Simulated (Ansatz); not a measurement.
**LiGeBr3 in Imma, a phase reached by a soft mode: a soft mode frozen in**

Wanted: the energy along a soft mode of LiGeBr3 in Imma, a phase reached by a soft mode and the structure at the end.

Program: Ansatz 0.2.0. Level of theory: DFT LDA, scalar-relativistic, plane waves, PAW; PAW set soft_1. Results are calculated unless marked as measured.

This is a report of a sequence of runs, with most program output left out.

The structure was built from a prototype and need not be the compound's stable phase.

In doubt: the program warns that the response may not be converged on this k-mesh (step 2), which bears on the force constants and all frequencies.

## 1. Set-up

The structure is orthorhombic, space group Imma (No. 74). The conventional cell has a = 7.313 Å, b = 10.416 Å, c = 7.655 Å, α = 90.00°, β = 90.00°, γ = 90.00°. Li has 5 Br at 2.63 to 2.67 Å nearest. Nearest to Ge lie 6 Br at 2.70 to 2.74 Å. Nearest to Br lie 2 Li at 2.63 Å and 2 Ge at 2.74 Å. Nearest to Br lie 1 Li at 2.67 Å and 2 Ge at 2.70 Å. Farther neighbours and most contacts between anions are not listed.

## 2. Modes at Γ

This phase was reached earlier by freezing in an unstable mode of a structure of higher symmetry and relaxing. Its zone-centre modes can show that it is still unstable.

The input, input.yaml:

```yaml
crystal:
  lattice:
    - [-3.6566058038, 5.208193526, 3.8273443096]
    - [3.6566058038, -5.208193526, 3.8273443096]
    - [3.6566058038, 5.208193526, -3.8273443096]
  atoms:
    - { symbol: Li, position: [0.4952126937, 0.2452126937, 0.25] }
    - { symbol: Li, position: [0.5047873063, 0.7547873063, 0.75] }
    - { symbol: Ge, position: [0.5, 0.5, 0.0] }
    - { symbol: Ge, position: [0.0, 0.5, 0.5] }
    - { symbol: Br, position: [0.6819450149, 0.0, 0.1819450149] }
    - { symbol: Br, position: [0.3180549851, 0.0, 0.8180549851] }
    - { symbol: Br, position: [0.3180549851, 0.5, 0.3180549851] }
    - { symbol: Br, position: [0.6819450149, 0.5, 0.6819450149] }
    - { symbol: Br, position: [0.8433742532, 0.5933742532, 0.25] }
    - { symbol: Br, position: [0.1566257468, 0.4066257468, 0.75] }
kpoints:
  mp_grid: { grid: [4, 4, 4] }
hamiltonian:
  xc: lda
  pseudopotentials: { kind: paw, azcp: { folder: soft_1 }, xc_functional: pbe }
scf:
  occupations: { method: fixed }
output:
  eigenvalues: true
phonons:
  method: dfpt
  dielectric: true
  rigid_motions: translations
```

Started as:

```console
ansatz run input.yaml --threads 8 --pin off --max-ram 16384MiB --backend cpu --events-out ev --progress --plain --runs-dir out
```

The job ended after 3.5 min (8 threads of Arm Neoverse V2, shared host; peak memory 2.9 GiB).

Numbers from this step:

```yaml
gap_on_the_k_mesh: 0.6602 eV
volume_per_atom: 29.16 Å³
sum_rule_residual_before_enforcement: 6.65e-5 eV/Å²
miss_of_the_charge_sum_rule: 0.01242 e
estimated_error_of_the_dielectric_tensor: 0.05044
estimated_error_of_the_born_charges: 0.04018 e
point_group: mmm
highest_optical_mode_at_the_zone_centre_no_lo_to_term: 308.5 cm⁻¹
lowest_optical_zone_centre_mode: -74.7 cm⁻¹
mean_high_frequency_dielectric_constant: 6.662
largest_born_charge_third_of_the_trace: 4.798 e
top_of_the_zone_centre_spectrum_with_the_field: 330.7 cm⁻¹
```

Patterns of degenerate modes are one choice out of their space. The modes at Γ (shares of kinetic energy by element, %) (negative means imaginary):

```
mode  frequency (cm⁻¹)  symmetry  Li %  Ge %  Br %
   1             -74.7       B2u     0    46    54
   2               0.0  acoustic     2    23    75
   3               0.0  acoustic     2    23    75
   4               0.0  acoustic     2    23    75
   5              25.1       B1g     0     0   100
   6              28.9       B3u     1     0    99
   7              38.9       B2g     0     0   100
   8              40.7       B3u     0    74    26
   9              49.0       B1u     0    73    26
  10              61.1       B2u     2    38    61
  11              61.6        Au     0     0   100
  12              68.3       B3g     1     0    99
  13              71.4        Ag     2     0    98
  14              72.6       B1u     0    11    89
  15              75.9       B3u     0     3    96
  16              88.3       B2g     1     0    99
  17             100.0        Ag     3     0    97
  18             105.0       B1u     1     3    96
  19             131.8       B1u    29    63     9
  20             133.4       B2u     9    81    10
  21             138.0       B3g     1     0    99
  22             138.1       B1g     0     0   100
  23             140.3        Au     0   100     0
  24             166.6       B3g     1     0    99
  25             192.3        Ag    95     0     5
  26             200.4       B3u    96     0     4
  27             219.1       B1u    68    27     5
  28             262.4       B2g    98     0     2
  29             263.2       B3g    97     0     3
  30             308.5       B2u    87    12     1
```

Displacements in mode 1 (-74.7 cm⁻¹), the largest set to 1:
```
Li1  0.00 -0.09  0.00
Li2  0.00 -0.09  0.00
Ge3  0.00 -0.92 -0.33
Ge4  0.00 -0.92  0.33
Br5  0.00 -0.08  0.00
Br6  0.00 -0.08  0.00
Br7  0.00 -0.08  0.00
Br8  0.00 -0.08  0.00
Br9  0.00  1.00  0.00
Br10 0.00  1.00  0.00
```

Displacements in mode 16 (88.3 cm⁻¹), the largest set to 1:
```
Li1  0.60  0.00  0.00
Li2 -0.60  0.00  0.00
Ge3  0.00  0.00  0.00
Ge4  0.00  0.00  0.00
Br5  0.00 -1.00  0.00
Br6  0.00  1.00  0.00
Br7  0.00 -1.00  0.00
Br8  0.00  1.00  0.00
Br9 -0.59  0.00  0.00
Br10 0.59  0.00  0.00
```

Before it was imposed, the acoustic sum rule was missed by 6.6e-5 eV/Å² and the charge sum rule by 0.012 e. Small misses are needed for a sound result but don't prove that mesh and cutoff are converged. The lowest optical mode is imaginary, 74.7i cm⁻¹, so the energy falls along it.

The log warns of the k mesh: “the force constants stand on the 4×4×4 k-mesh, whose period is 9.42 times the interband length at k = (0.0000, 0.0000, 0.0000), direct gap 0.660 eV, under 14: take them and everything formed from them as unconverged”.

## 3. The mode frozen in, largest atomic shift 0 Å

The mode followed lies at Γ with frequency 74.7i cm⁻¹, the softest among the wavevectors solved. At small amplitude the distorted cell has space group no. 46 by a symmetry search on the positions. The undistorted cell that holds it gives the zero of energy on the same k mesh.

input.yaml, as its differences from that of step 2:

```diff
@@ -22,8 +22,6 @@
 scf:
-  occupations: { method: fixed }
+  occupations: { method: gaussian, width: 0.02 }
 output:
+  forces: true
+  stress: true
   eigenvalues: true
-phonons:
-  method: dfpt
-  dielectric: true
-  rigid_motions: translations
```

Run time: 2.4 s. Hardware: 8 threads; peak memory 1 GiB; 17 s of CPU time.

This step gave:

```yaml
pressure: -5.17e-4 GPa
energy_from_the_undistorted_cell: 0 meV/atom
```

At this level the gap is 0.66 eV on the k-mesh of the self-consistent run, which can miss the band edges.

## 4. The mode frozen in, largest atomic shift 0.08 Å

The atoms are moved along the unstable eigenvector, the largest shift by 0.08 Å, with the cell fixed.

input.yaml, the sections that differ from step 3:

```yaml
crystal:
  lattice:
    - [-3.6566058038, 5.208193526, 3.8273443096]
    - [3.6566058038, -5.208193526, 3.8273443096]
    - [3.6566058038, 5.208193526, -3.8273443096]
  atoms:
    - { symbol: Li, position: [0.4958705037, 0.2452126937, 0.2506578101] }
    - { symbol: Li, position: [0.5054451164, 0.7547873063, 0.7506578101] }
    - { symbol: Ge, position: [0.5105632572, 0.5034870646, 0.0070761926] }
    - { symbol: Ge, position: [0.003589128, 0.4965129354, 0.5070761926] }
    - { symbol: Br, position: [0.6825405428, 0.0, 0.1825405428] }
    - { symbol: Br, position: [0.318650513, 0.0, 0.818650513] }
    - { symbol: Br, position: [0.318650513, 0.5, 0.318650513] }
    - { symbol: Br, position: [0.6825405428, 0.5, 0.6825405428] }
    - { symbol: Br, position: [0.835694047, 0.5933742532, 0.2423197938] }
    - { symbol: Br, position: [0.1489455406, 0.4066257468, 0.7423197938] }
# kpoints, hamiltonian, scf, output: as in step 3
```

Elapsed: 3.3 s, on 8 threads; peak memory 0.9 GiB; 24 s of CPU time.

This step gave:

```
pressure                         : 0.2281 GPa
gap on the k-mesh                : 0.6936 eV
energy from the undistorted cell : -1.061 meV/atom
```

The energy, extrapolated to zero smearing, is -1.06 meV/atom against the undistorted cell.

The run ends at a pressure of 0.23 GPa, with forces up to 0.054 eV/Å.

## 5. Energy along the mode, all amplitudes (two of the runs are shown above)

An imaginary frequency means negative curvature, so the energy should fall and then rise again as anharmonic terms take over.

This step gave:

* depth at the lowest point sampled: 1.061 meV/atom
* largest atomic shift at that point: 0.08 Å

Table of energy from the parent by largest atomic shift:

```
largest atomic shift (Å)  energy from the parent (meV/atom)
                  0.0000                                  0
                  0.0400                             -0.436
                  0.0800                              -1.06
                  0.1400                               2.01
                  0.2200                               30.3
```

Displacement at unit largest shift by atom:

```
atom  x (Å)  y (Å)  z (Å)  size
 Li1   0.00   0.09   0.00  0.09
 Li2   0.00   0.09   0.00  0.09
 Ge3   0.00   0.92   0.33  0.98
 Ge4   0.00   0.92  -0.33  0.98
 Br5   0.00   0.08   0.00  0.08
 Br6   0.00   0.08   0.00  0.08
 Br7   0.00   0.08   0.00  0.08
 Br8   0.00   0.08   0.00  0.08
 Br9   0.00  -1.00   0.00  1.00
Br10   0.00  -1.00   0.00  1.00
```

The lowest of the steps tried is at 0.08 Å, 1.06 meV/atom below the parent; the bottom of the well need not coincide with a step.

## 6. Relaxation from the frozen mode

Starting from the lowest point found, all atoms and the cell are let go, so that strain and other modes of the same symmetry can join in.

input.yaml, as its differences from that of step 4:

```diff
@@ -22,3 +22,3 @@
 scf:
-  occupations: { method: gaussian, width: 0.02 }
+  occupations: { method: fixed }
 output:
@@ -27 +27,6 @@
   eigenvalues: true
+relax:
+  adjacent_minimum: "off"
+  f_tol: 0.002
+  max_steps: 120
+  cell: { stress_tol: 0.03 }
```

Wall time 28 s (8 threads); peak memory 0.97 GiB.

Step by step:

```
step  energy less that of the first step (eV)  largest force component (eV/Å)  pressure (GPa)  volume (Å³)
   1                                   0.0000                          0.0508            0.23       291.56
   2                                  -0.0050                          0.0677           -0.12       294.42
   3                                  -0.0063                          0.0540           -0.05       294.08
   4                                  -0.0080                          0.0301            0.04       293.68
   5                                  -0.0088                          0.0118            0.05       294.20
   6                                  -0.0088                          0.0276            0.00       294.55
   7                                  -0.0090                          0.0051            0.00       294.52
   8                                  -0.0090                          0.0009            0.00       294.54
  9*                                  -0.0093                          0.0009            0.00       294.54
```

Relaxation steps marked * repeat the geometry before them on a plane-wave basis chosen anew for their cell, so energy and pressure can jump there. Relaxation step 6 was tried and not accepted.

The run keeps the 4 symmetry operations that it works with, so distortions that break them were not tested.

```
conventional cell, symmetrised  before   after  change
                         a (Å)   7.313   7.324  +0.1 %
                         b (Å)   7.655   7.613  -0.5 %
                         c (Å)  10.416  10.566  +1.4 %
              volume (Å³/atom)   29.16   29.45  +1.0 %
```

The atoms that moved most (Å, as changes of fractional coordinates times the final cell):

```
atom     dx      dy      dz  length
Br10  0.000  -0.065  -0.045   0.079
 Br9  0.000  -0.065   0.045   0.079
 Br7  0.000   0.051   0.000   0.051
 Br6  0.000   0.051   0.000   0.051
 Li1  0.000   0.014   0.017   0.022
 Li2  0.000   0.014  -0.017   0.022
 Ge4  0.000   0.018  -0.003   0.018
 Ge3  0.000   0.018   0.003   0.018
```

This step gave:

```
pressure          : -4.16e-4 GPa
gap on the k-mesh : 0.9288 eV
volume per atom   : 29.45 Å³
```

The distorted start has space group Ima2; the relaxation ends in Ima2.

## 7. The new phase in its own primitive cell

The relaxed structure is symmetrised, reduced to its primitive cell and relaxed tightly, as its phonons need.

The input, input.yaml:

```yaml
crystal:
  lattice:
    - [-3.6617785374, 3.8064318413, 5.2829488388]
    - [3.6617785374, -3.8064318413, 5.2829488388]
    - [3.6617785374, 3.8064318413, -5.2829488388]
  atoms:
    - { symbol: Li, position: [0.5005766136, 0.7480353606, 0.252541253] }
    - { symbol: Li, position: [0.4954941076, 0.2480353606, 0.747458747] }
    - { symbol: Ge, position: [0.4873469538, 0.9912368729, 0.9961100809] }
    - { symbol: Ge, position: [0.995126792, 0.4912368729, 0.0038899191] }
    - { symbol: Br, position: [0.3191622078, 0.8191622078, 0.5] }
    - { symbol: Br, position: [0.6765134106, 0.1765134106, 0.5] }
    - { symbol: Br, position: [0.6765134106, 0.6765134106, 0.0] }
    - { symbol: Br, position: [0.3191622078, 0.3191622078, 0.0] }
    - { symbol: Br, position: [0.1645731411, 0.7638072958, 0.9007658453] }
    - { symbol: Br, position: [0.8630414506, 0.2638072958, 0.0992341547] }
kpoints:
  mp_grid: { grid: [4, 4, 4] }
hamiltonian:
  xc: lda
  pseudopotentials: { kind: paw, azcp: { folder: soft_1 }, xc_functional: pbe }
scf:
  occupations: { method: fixed }
output:
  forces: true
  stress: true
  eigenvalues: true
relax:
  adjacent_minimum: "off"
  f_tol: 0.001
  max_steps: 60
  cell: { stress_tol: 0.01 }
```

It took 6.8 s on 8 threads; peak memory 0.94 GiB.

Little changed from the start: no atom moved by 0.005 Å and no cell edge by 0.1 %.

This step gave:

```
pressure           : -4.15e-4 GPa
direct gap on mesh : 0.9288 eV
```

The largest force component left is 0.86 meV/Å and the pressure is 0.000 GPa, within the tolerances set. The cell now holds 29.45 Å³/atom.

[end of part 1 of 2]

[Logs are printed without paths, hosts, clocks, repeated set-up lines and the standing remarks that a program may print on its own settings, such as how far it seeks lower states.]

[Hosts, paths, dates, database ids (printed as entryN), source tags and the programs' standing remarks are cut or masked in the printed files.]
